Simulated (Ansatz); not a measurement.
# S on Mg(0001): change of the work function, part 2 of 3

How does S on the fcc site change the work function of Mg(0001) as the layer fills?

Ansatz 0.2.0; plane-wave DFT, PBE, Ansatz PAW.

So far, work function, upper face (eV): step 2 (the clean slab) 3.79.

### Step 3. The covered slab, k-mesh 6×6×1, coverage 0.25 ML

System of this step: S/Mg(0001). The cell holds 17 atoms: 16 Mg and 1 S. Its edges and angles: a = 6.420 Å, b = 6.420 Å, c = 27.576 Å, α = 90.0°, β = 90.0°, γ = 60.0°. Vacuum lies along c.

The clean slab as it ended is repeated in the plane and the adsorbate is set on one face; the cell's size fixes the coverage, and the k-mesh shrinks with it to keep the sampling density about even. Adsorbate and upper layers relax, since the dipole depends on the height.

File input.yaml:

```yaml
crystal:
  lattice:
    - [6.4199999999, 0.0, 0.0]
    - [3.21, 5.5598830922, 0.0]
    - [0.0, 0.0, 27.5760900367]
  atoms:
    - { symbol: Mg, position: [0.3333333333, 0.3333333333, 0.3263696916] }
    - { symbol: Mg, position: [0.0, 0.0, 0.4208907058] }
    - { symbol: Mg, position: [0.3333333333, 0.3333333333, 0.5155965703] }
    - { symbol: Mg, position: [0.0, 0.0, 0.6109730104] }
    - { symbol: Mg, position: [0.3333333333, 0.8333333333, 0.3263696916] }
    - { symbol: Mg, position: [0.0, 0.5, 0.4208907058] }
    - { symbol: Mg, position: [0.3333333333, 0.8333333333, 0.5155965703] }
    - { symbol: Mg, position: [0.0, 0.5, 0.6109730104] }
    - { symbol: Mg, position: [0.8333333333, 0.3333333333, 0.3263696916] }
    - { symbol: Mg, position: [0.5, 0.0, 0.4208907058] }
    - { symbol: Mg, position: [0.8333333333, 0.3333333333, 0.5155965703] }
    - { symbol: Mg, position: [0.5, 0.0, 0.6109730104] }
    - { symbol: Mg, position: [0.8333333333, 0.8333333333, 0.3263696916] }
    - { symbol: Mg, position: [0.5, 0.5, 0.4208907058] }
    - { symbol: Mg, position: [0.8333333333, 0.8333333333, 0.5155965703] }
    - { symbol: Mg, position: [0.5, 0.5, 0.6109730104] }
    - { symbol: S, position: [0.1666666667, 0.1666666667, 0.6736303084] }
kpoints:
  mp_grid: { grid: [6, 6, 1] }
hamiltonian:
  xc: pbe
scf:
  occupations: { method: fermi_dirac, width: 0.1 }
  convergence: { dr2_threshold: 1.0e-08 }
efield:
  axis: 3
  dipole_correction: true
  ramp_position: 0.97
  ramp_width: 0.06
relax:
  f_tol: 0.02
  max_steps: 60
  constraints: [{ sites: [0, 1, 4, 5, 8, 9, 12, 13] }]
output:
  dos: { projected: true, e_range: [-8, 4] }
  write_potential: true
  write_density: true
  volumetric_format: npy
  elf: true
```

Started as:

```bash
> ansatz run input.yaml --threads 2 --pin off --max-ram 3072MiB --backend cpu --events-out ev --progress --plain --runs-dir out
```

Numbers of over 12 decimals in the logs are rounded to 6 here.

What it wrote:

```text
[...]
Crystal: 17 atoms, lattice volume = 984.313 Å³
Basis set: ecut = 420 eV, 19269 PW (Γ), exchange–correlation on 90×90×384 points (8 copies of the dense FFT grid, shifted against one another)
Bands: 100, of which v1, the nominal top of the filled ones, is band 83 counted from 1 (82 counted from 0)
Symmetry: 6 space group operations
[...]
k-points: 7 of 36 (time reversal used)
[...]
SCF iter   1: F=—  HF=-31682.378971 eV  |F-HF|=—  |Δ(HF+E_count)|=         —  Δρ=9.08e-4  dr2=1.09e-1  ethr=1.77e-3  p=-0.260 e·Å  D=-4.78e-2 V/Å  ΔV_dip=1.32 eV  dr2_dipole=3.52e-2  V_vac-E_F(+/−)=5.08/3.76 eV  ⟨swp⟩=14.9  Hψ=4045  notcnv=0  defer=6
[...]
SCF iter   8: F=-31682.373923 eV  HF=-31682.373923 eV  |F-HF|=4.54e-9  |Δ(HF+E_count)|=   2.06e-9  Δρ=1.89e-7  dr2=5.03e-10  ethr=6.02e-12  p=-0.249 e·Å  D=-4.58e-2 V/Å  ΔV_dip=1.26 eV  dr2_dipole=1.53e-12  V_vac-E_F(+/−)=5.00/3.74 eV  ⟨swp⟩=9.0  Hψ=3538  notcnv=0
SCF 1 converged in 8 iterations: F = -31682.373923 eV  dr2 = 5.03e-10
[...]
relax step   1: F+E_penalty+E_count = -31682.37392322 eV  Δ(F+E_penalty+E_count) = +0.000e0 eV  max|allowed force component| = 1.110e0 eV/Å  Δτ_max = 0.0000 Å  (8 SCF iters, accepted)
[...]
SCF iter   8: F=-31682.483312 eV  HF=-31682.483312 eV  |F-HF|=3.27e-11  |Δ(HF+E_count)|=   5.86e-9  Δρ=2.97e-7  dr2=1.72e-9  ethr=6.02e-12  p=-0.215 e·Å  D=-3.96e-2 V/Å  ΔV_dip=1.09 eV  dr2_dipole=2.00e-10  V_vac-E_F(+/−)=4.84/3.75 eV  ⟨swp⟩=12.3  Hψ=4232  notcnv=0
SCF 2 converged in 8 iterations: F = -31682.483312 eV  dr2 = 1.72e-9
relax step   2: F+E_penalty+E_count = -31682.48331155 eV  Δ(F+E_penalty+E_count) = -1.094e-1 eV  max|allowed force component| = 3.471e-1 eV/Å  Δτ_max = 0.1651 Å  (8 SCF iters, accepted)
SCF iter   1: F=—  HF=-31682.495831 eV  |F-HF|=—  |Δ(HF+E_count)|=         —  Δρ=8.99e-4  dr2=2.99e-2  ethr=1.68e-4  p=-0.215 e·Å  D=-3.96e-2 V/Å  ΔV_dip=1.09 eV  dr2_dipole=9.00e-3  V_vac-E_F(+/−)=4.83/3.74 eV  ⟨swp⟩=5.7  Hψ=1621  notcnv=0
[...]
SCF iter   8: F=-31682.493390 eV  HF=-31682.493390 eV  |F-HF|=1.68e-9  |Δ(HF+E_count)|=   3.97e-9  Δρ=2.18e-7  dr2=8.34e-10  ethr=6.02e-12  p=-0.197 e·Å  D=-3.63e-2 V/Å  ΔV_dip=1.00 eV  dr2_dipole=9.22e-12  V_vac-E_F(+/−)=4.75/3.75 eV  ⟨swp⟩=11.7  Hψ=4323  notcnv=0
SCF 3 converged in 8 iterations: F = -31682.493390 eV  dr2 = 8.34e-10
relax step   3: F+E_penalty+E_count = -31682.49338979 eV  Δ(F+E_penalty+E_count) = -1.008e-2 eV  max|allowed force component| = 3.039e-1 eV/Å  Δτ_max = 0.0877 Å  (8 SCF iters, accepted)
[...]
relax step   4: F+E_penalty+E_count = -31682.50579819 eV  Δ(F+E_penalty+E_count) = -1.241e-2 eV  max|allowed force component| = 2.058e-2 eV/Å  Δτ_max = 0.0338 Å  (7 SCF iters, accepted)
SCF iter   1: F=—  HF=-31682.505936 eV  |F-HF|=—  |Δ(HF+E_count)|=         —  Δρ=4.90e-5  dr2=1.08e-4  ethr=1.26e-6  p=-0.208 e·Å  D=-3.82e-2 V/Å  ΔV_dip=1.05 eV  dr2_dipole=2.92e-5  V_vac-E_F(+/−)=4.80/3.75 eV  ⟨swp⟩=3.7  Hψ=1488  notcnv=0  defer=5
[...]
SCF iter   6: F=-31682.505949 eV  HF=-31682.505949 eV  |F-HF|=3.79e-9  |Δ(HF+E_count)|=   2.94e-8  Δρ=2.77e-7  dr2=3.44e-9  ethr=6.02e-12  p=-0.207 e·Å  D=-3.81e-2 V/Å  ΔV_dip=1.05 eV  dr2_dipole=6.85e-10  V_vac-E_F(+/−)=4.80/3.75 eV  ⟨swp⟩=10.6  Hψ=4022  notcnv=0
SCF 5 converged in 6 iterations: F = -31682.505949 eV  dr2 = 3.44e-9
relax step   5: F+E_penalty+E_count = -31682.50594926 eV  Δ(F+E_penalty+E_count) = -1.511e-4 eV  max|allowed force component| = 1.206e-3 eV/Å  Δτ_max = 0.0129 Å  (6 SCF iters, accepted)
NSCF: frozen V_eff on 7 k-points
[...]
SCF converged after 6 iterations
Free energy (F): -31682.505949 eV
[...]
Internal energy: -31682.245002 eV  (E = F + TS)
E sigma→0 (E₀):  -31682.375475 eV
Entropy (-TS):   -0.260948 eV (-15.350 meV/atom)
Fermi energy:    -0.332293 eV
Dipole field:    D = -0.038036 V/Å  (p = -0.206902 e·Å, saw-weighted, corrected)
Work function:   Φ+ = 4.7994 eV   Φ− = 3.7505 eV
[...]
--- Forces (eV/Å), atoms counted from 1 ---
  atom   1  Mg    -0.01604945    -0.00926615    -0.01630237
  atom   2  Mg    -0.01199352    -0.00692446     0.00559902
  atom   3  Mg     0.00006104     0.00003524     0.00021384
  atom   4  Mg    -0.00021206    -0.00012244     0.00025384
  atom   5  Mg     0.00000000     0.01853231    -0.01630237
  atom   6  Mg     0.00000000     0.01384892     0.00559902
  atom   7  Mg    -0.00000000    -0.00007048     0.00021384
  atom   8  Mg     0.00000000     0.00024487     0.00025384
  atom   9  Mg     0.01604945    -0.00926615    -0.01630237
  atom  10  Mg     0.01199352    -0.00692446     0.00559902
  atom  11  Mg    -0.00006104     0.00003524     0.00021384
  atom  12  Mg     0.00021206    -0.00012244     0.00025384
  atom  13  Mg     0.00000000     0.00000000    -0.02697084
  atom  14  Mg    -0.00000000     0.00000000     0.05696037
  atom  15  Mg     0.00000000    -0.00000000    -0.00120550
  atom  16  Mg    -0.00000000    -0.00000000     0.00073085
  atom  17  S      0.00000000     0.00000000     0.00118264
  max |Σ_I F_I| component: 9.48e-6 eV/Å
--- Band table (eV; the first three rows and the last of 7) ---
  k-point 0: bands = [... 79 lower, -1.4485, -1.4272, -1.1870, -1.1196, -1.1196, -0.8242, -0.0974, -0.0974, ... 13 higher]
  k-point 1: bands = [... 79 lower, -1.2467, -1.2133, -0.9680, -0.7523, -0.5938, -0.4759, -0.1037, 0.0068, ... 13 higher]
  k-point 2: bands = [... 79 lower, -1.0342, -0.8860, -0.5109, -0.3642, -0.1563, 0.0234, 0.7022, 0.7587, ... 13 higher]
  k-point 6: bands = [... 79 lower, -0.8404, -0.6130, -0.5982, -0.4853, 0.0617, 0.0896, 0.1955, 0.5261, ... 13 higher]
--- Relaxed structure (5 steps of the walk, 5 accepted, 0 SCFs on fresh bases) ---
  F+E_penalty+E_count = -31682.50594926 eV   max|allowed force component| = 1.206e-3 eV/Å
  atoms:
    - { symbol: Mg, position: [0.333333, 0.333333, 0.3263696916] }
    - { symbol: Mg, position: [2.6667121670171395e-17, 2.6667121670171398e-17, 0.420891] }
    - { symbol: Mg, position: [0.331652, 0.331652, 0.514282] }
    - { symbol: Mg, position: [-0.00266231, -0.00266231, 0.612931] }
    - { symbol: Mg, position: [0.333333, 0.833333, 0.3263696916] }
    - { symbol: Mg, position: [5.551115123125783e-17, 0.500000, 0.420891] }
    - { symbol: Mg, position: [0.331652, 0.836695, 0.514282] }
    - { symbol: Mg, position: [-0.00266231, 0.505325, 0.612931] }
    - { symbol: Mg, position: [0.833333, 0.333333, 0.3263696916] }
    - { symbol: Mg, position: [0.500000, 2.6667121670575298e-17, 0.420891] }
    - { symbol: Mg, position: [0.836695, 0.331652, 0.514282] }
    - { symbol: Mg, position: [0.505325, -0.00266231, 0.612931] }
    - { symbol: Mg, position: [0.833333, 0.833333, 0.3263696916] }
    - { symbol: Mg, position: [0.5, 0.500000, 0.420891] }
    - { symbol: Mg, position: [0.833333, 0.833333, 0.517336] }
    - { symbol: Mg, position: [0.5, 0.500000, 0.603549] }
    - { symbol: S, position: [0.166667, 0.166667, 0.668130] }
```

The job ended after 2.6 min (2 threads of Arm Neoverse V1, shared host; peak memory 1.7 GiB; 5.1 min of CPU time).

The steps of the relaxation:

```
step  energy less that of the first step (eV)  largest force component (eV/Å)
   1                                   0.0000                          1.1101
   2                                  -0.1094                          0.3471
   3                                  -0.1195                          0.3039
   4                                  -0.1319                          0.0206
   5                                  -0.1320                          0.0012
```

The run keeps the 6 symmetry operations that it works with, so distortions that break them were not tested.

The atoms that moved most (Å):

```
atom      dx      dy      dz  length
Mg16   0.000   0.000  -0.205   0.205
 S17   0.000   0.000  -0.152   0.152
 Mg8   0.000   0.030   0.054   0.062
Mg12   0.026  -0.015   0.054   0.062
 Mg4  -0.026  -0.015   0.054   0.062
Mg15   0.000   0.000   0.048   0.048
Mg11   0.016  -0.009  -0.036   0.041
 Mg7   0.000   0.019  -0.036   0.041
```

Final coordinates:

```cif
data_structure
_symmetry_space_group_name_H-M 'P 1'
_symmetry_Int_Tables_number 1
_cell_length_a 6.4200
_cell_length_b 6.4200
_cell_length_c 27.5761
_cell_angle_alpha 90.000
_cell_angle_beta 90.000
_cell_angle_gamma 60.000
_cell_volume 984.31
loop_
_atom_site_label
_atom_site_type_symbol
_atom_site_fract_x
_atom_site_fract_y
_atom_site_fract_z
_atom_site_occupancy
Mg1 Mg 0.33333 0.33333 0.32637 1
Mg2 Mg 0.00000 0.00000 0.42089 1
Mg3 Mg 0.33165 0.33165 0.51428 1
Mg4 Mg 0.99734 0.99734 0.61293 1
Mg5 Mg 0.33333 0.83333 0.32637 1
Mg6 Mg 0.00000 0.50000 0.42089 1
Mg7 Mg 0.33165 0.83670 0.51428 1
Mg8 Mg 0.99734 0.50532 0.61293 1
Mg9 Mg 0.83333 0.33333 0.32637 1
Mg10 Mg 0.50000 0.00000 0.42089 1
Mg11 Mg 0.83670 0.33165 0.51428 1
Mg12 Mg 0.50532 0.99734 0.61293 1
Mg13 Mg 0.83333 0.83333 0.32637 1
Mg14 Mg 0.50000 0.50000 0.42089 1
Mg15 Mg 0.83333 0.83333 0.51734 1
Mg16 Mg 0.50000 0.50000 0.60355 1
S17 S 0.16667 0.16667 0.66813 1
```

This step gave:

| Quantity | Value |
| --- | --- |
| energy at zero smearing | -31682.3755 eV |
| work function, upper face | 4.799 eV |
| work function, lower face | 3.751 eV |
| dipole along the normal | -0.2069 e·Å |
| step between the vacuum levels | 1.049 eV |

Running mean over 2.60652 Å of the planar mean; the ramp of the sawtooth is left out. The electron's electrostatic potential energy less the Fermi level by z:

```
z (Å)  electron's electrostatic potential energy less the Fermi level (eV)
    4                                                                 3.75
    5                                                                 3.73
    6                                                                 3.60
    7                                                                 2.56
    8                                                                -2.11
    9                                                                -4.02
   10                                                                -4.03
   11                                                                -4.02
   12                                                                -4.03
   13                                                                -4.07
   14                                                                -4.02
   15                                                                -3.98
   16                                                                -3.94
   17                                                                -4.38
   18                                                                -2.24
   19                                                                 2.24
   20                                                                 4.13
   21                                                                 4.76
   22                                                                 4.80
   23                                                                 4.80
   24                                                                 4.80
```

The density of states has structure finer than the step of the table below, so its rows give means over 0.25 eV, whole bins alone (the curve runs from -8 to 1.98 eV). Peaks (eV: height): -2.800: 17.4, -2.500: 30.4, -1.650: 14.9, -1.530: 13.3, -0.540: 12.9, -0.180: 17.3, 1.080: 14.2.

Table of density of states by energy, zero at the Fermi level; means over each step:

```
energy (eV)  density of states (states/eV a cell)
      -6.75                                     0
      -6.50                                 0.865
      -6.25                                  1.50
      -6.00                                  1.50
      -5.75                                  1.84
      -5.50                                  3.65
      -5.25                                  3.06
      -5.00                                  3.44
      -4.75                                  3.05
      -4.50                                  2.04
      -4.25                                  6.57
      -4.00                                  5.53
      -3.75                                  5.17
      -3.50                                  7.61
      -3.25                                  8.36
      -3.00                                  6.44
      -2.75                                  7.65
      -2.50                                  10.3
      -2.25                                  5.79
      -2.00                                  4.76
      -1.75                                  8.49
      -1.50                                  7.63
      -1.25                                  5.10
      -1.00                                  7.27
      -0.75                                  6.26
      -0.50                                  8.49
      -0.25                                  8.94
       0.00                                  6.97
       0.25                                  7.68
       0.50                                  6.46
       0.75                                  5.15
       1.00                                  10.1
       1.25                                  8.68
       1.50                                  8.35
       1.75                                  8.64
```

Projected DOS per atom over height of the atomic layer and energy from the Fermi level. Layers: Mg4 Mg4 Mg4 Mg4 S from below.

Values in states/eV, 22 rows by 5 columns, each cell a mean:
```
0.08 0.08 0.09 0.10 0.10
0.13 0.14 0.13 0.13 0.15
0.21 0.13 0.11 0.16 0.14
0.17 0.12 0.11 0.16 0.21
0.09 0.14 0.16 0.14 0.23
0.19 0.12 0.16 0.17 0.35
0.20 0.22 0.19 0.22 0.40
0.33 0.27 0.26 0.25 0.75
0.29 0.27 0.28 0.21 0.84
0.37 0.32 0.24 0.17 1.91
0.29 0.29 0.33 0.09 2.10
0.31 0.25 0.26 0.33 3.16
0.27 0.21 0.24 0.30 1.33
0.34 0.29 0.28 0.38 0.59
0.14 0.17 0.16 0.14 0.14
0.17 0.23 0.24 0.18 0.11
0.16 0.22 0.24 0.13 0.07
0.04 0.16 0.15 0.03 0.01
0.03 0.11 0.10 0.02 0.01
0.00 0.00 0.00 0.00 0.00
0.00 0.00 0.00 0.00 0.00
0.00 0.00 0.00 0.00 0.00
```
Columns: height of the atomic layer (Å) from 9 to 18.4 (not evenly spaced); rows upwards: energy from the Fermi level (eV) from -7.96 to 1.95.

ELF in the ca plane at fractional y = 0.000, with atoms of Mg within 0.2 Å of it. It is the smooth field of the valence electrons, not physical close to the nuclei.

Ten even steps from '0' (0.00) to '9' (0.84), each cell a mean:
```
76314442157777775124341011100000000000000000
66511221256655665302320110000000000000000000
45542113565311245532123421000000000000000000
24566666554100134567788741000000000000000000
24566656554100135567788641000000000000000000
45542112565321245532123421000000000000000000
66411321256665665312320110000000000000000000
76314442157777775124341011100000000000000000
76314343157778776124341244321000000000000000
76412441157777776213431587653100000000000000
56531111466433566410115999874210000000000000
35554335664100256432258999986310000000000000
24566666653000145433468999986420000000000000
35554345664100256432258999986310000000000000
56521111466433566410115999874210000000000000
76412441157777776213431587653100000000000000
76314333157788775124241144321000000000000000
```
Columns run along c (16.0 Å, from fractional 0.35 to 0.93 of the cell), rows up along a (6.4 Å). Atoms in or near the plane, at fractional coordinates: Mg at (0.42, 0.00), Mg at (0.61, 0.00), Mg at (0.42, 0.50), Mg at (0.61, 0.51).

Valence density in the ca plane at fractional y = 0.000, with atoms of Mg within 0.2 Å of it. It is the smooth field of the valence electrons, not physical close to the nuclei.

Values in e/Å³, 9 rows by 16 columns, each cell a mean:
```
 0  2  4  0  0  0  0  7  0  0  0  0  0  0  0  0
 0  0  0  0  0  0  0  0  0  0  0  0  0  0  0  0
 0  0  0  0  0  0  0  0  0  0  0  0  0  0  0  0
 0  1  2  0  0  0  0  3  0  0  0  0  0  0  0  0
 0  5 10  0  0  0  1 13  0  0  0  0  0  0  0  0
 0  0  1  0  0  0  0  1  0  0  0  0  0  0  0  0
 0  0  0  0  0  0  0  0  0  0  0  0  0  0  0  0
 0  0  0  0  0  0  0  0  0  0  0  0  0  0  0  0
 0  4  8  0  0  0  1 10  0  0  0  0  0  0  0  0
```
Columns run along c (16.0 Å, from fractional 0.35 to 0.93 of the cell), rows up along a (6.4 Å). Atoms in or near the plane, at fractional coordinates: Mg at (0.42, 0.00), Mg at (0.61, 0.00), Mg at (0.42, 0.50), Mg at (0.61, 0.51).

Electrostatic potential energy in the ca plane at fractional y = 0.000, with atoms of Mg within 0.2 Å of it. With pseudopotentials it is smooth inside the atoms' cores, unlike the true potential.

Ten even steps from '0' (-49 eV) to '9' (4 eV), each cell a mean:
```
99872004799999999850006899999999999999999999
99986457899999999875357899999999999999999999
89998888999888899988888999999999999999999999
89999999999877889999999999999999999999999999
89999999999877889999999999999999999999999999
89998888999888899988788999999999999999999999
99986447899999999875357899999999999999999999
99872004799999999850016899999999999999999999
99861003799999999840006899999999999999999999
99874125899999999863137899999999999999999999
99987678899888999987778999999999999999999999
89999889999888899998889888999999999999999999
89999999998877899999999878999999999999999999
89999889999888899998889888999999999999999999
99987678899888999987778999999999999999999999
99874125899999999863137899999999999999999999
99861003799999999840006899999999999999999999
```
Columns run along c (16.0 Å, from fractional 0.35 to 0.93 of the cell; values clipped at the 3rd and 97th percentile), rows up along a (6.4 Å). Atoms in or near the plane, at fractional coordinates: Mg at (0.42, 0.00), Mg at (0.61, 0.00), Mg at (0.42, 0.50), Mg at (0.61, 0.51).

The relaxation took 5 steps and lowered the energy by 0.13 eV; the largest force on the free atoms ends at 0.0012 eV/Å.

By hand: a sheet of dipoles makes a step −p/(ε₀A) in the electron's potential. With e/ε₀ = 180.95 V·Å, p = -0.2069 e·Å and A = 35.69 Å², that is −180.95 × (-0.2069) / 35.69 = +1.049 eV, and the two vacuum levels of the run differ by +1.049 eV.

The covered face has 4.80 eV, +1.01 eV against the clean one; the bare back face has moved by -0.04 eV, a measure of how thin the slab is.

(Continued in part 3 of 3.)

[Logs are printed without paths, hosts, clocks, repeated set-up lines and the standing remarks that a program may print on its own settings, such as how far it seeks lower states.]

[Hosts, paths, dates, database ids (printed as entryN), source tags and the programs' standing remarks are cut or masked in the printed files.]

[Maps of the electrostatic potential energy from Ansatz leave out the sawtooth potential of an applied field or a dipole correction, so their vacuum need not be flat; planar profiles and work functions include it.]
